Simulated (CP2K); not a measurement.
Two runs for the C K edge of 2-acetylimidazole. Run A: CP2K XAS_TDP, all-electron GAPW, PBEh(45%), aug-cc-pVDZ, TDA, no relativity. Run B differs in one setting.

First lines with a strength over 0.0015. A:

| atom | energy (eV) | states | strength, one atom |
| --- | --- | --- | --- |
| C1 (bonded to C and 3 H) | 284.09 | 1 | 0.0046 |
|  | 284.80 | 1 | 0.0227 |
|  | 284.88 | 1 | 0.0194 |
|  | 285.18 | 1 | 0.0040 |
|  | 286.17 | 1 | 0.0020 |
| C2 (bonded to 2 C and O) | 281.81 | 1 | 0.0643 |
|  | 287.60 | 1 | 0.0112 |
|  | 288.34 | 1 | 0.0021 |
|  | 288.45 | 1 | 0.0016 |
|  | 288.74 | 1 | 0.0040 |
| C4 (bonded to C and 2 N) | 282.33 | 1 | 0.0296 |
|  | 285.53 | 1 | 0.0341 |
|  | 286.12 | 1 | 0.0015 |
|  | 286.56 | 1 | 0.0019 |
|  | 288.41 | 1 | 0.0072 |
| C6 (bonded to C, N and H) | 282.62 | 1 | 0.0540 |
|  | 283.20 | 1 | 0.0020 |
|  | 284.95 | 1 | 0.0085 |
|  | 285.63 | 1 | 0.0028 |
|  | 286.37 | 1 | 0.0027 |
| C7 (bonded to C, N and H) | 282.26 | 1 | 0.0480 |
|  | 284.87 | 1 | 0.0076 |
|  | 285.10 | 1 | 0.0124 |
|  | 286.11 | 1 | 0.0026 |
|  | 286.44 | 1 | 0.0020 |

B:

```csv
atom,energy (eV),states,"strength, one atom"
C1 (bonded to C and 3 H),290.50,1,0.0045
,291.21,1,0.0222
,291.29,1,0.0190
,291.58,1,0.0039
,292.58,1,0.0020
C2 (bonded to 2 C and O),288.11,1,0.0629
,293.89,1,0.0110
,294.64,1,0.0021
,294.75,1,0.0016
,295.03,1,0.0039
C4 (bonded to C and 2 N),287.68,1,0.0291
,290.88,1,0.0335
,291.91,1,0.0019
,293.76,1,0.0071
,293.99,1,0.0216
"C6 (bonded to C, N and H)",288.32,1,0.0529
,288.89,1,0.0019
,290.64,1,0.0084
,291.33,1,0.0028
,292.07,1,0.0026
"C7 (bonded to C, N and H)",287.89,1,0.0470
,290.50,1,0.0075
,290.73,1,0.0122
,291.74,1,0.0025
,292.07,1,0.0019
```

Q: Which was it: scalar relativity switched on, the functional, GW2X switched on, the basis?

GW2X switched on. GW2X shifts an atom's lines together and keeps their spacings. Against PBEh(45%) in aug-cc-pVDZ, the leading lines move by +6.41 eV (C1, to 291.21), +6.30 eV (C2, to 288.11), +5.35 eV (C4, to 287.68), +5.70 eV (C6, to 288.32) and +5.63 eV (C7, to 287.89).

[Banner, clock and machine lines of the logs are left out without a mark of their own.]

[Logs are printed without paths, hosts, clocks, repeated set-up lines and the standing remarks that a program may print on its own settings, such as how far it seeks lower states.]

[Hosts, paths, dates, database ids (printed as entryN), source tags and the programs' standing remarks are cut or masked in the printed files.]
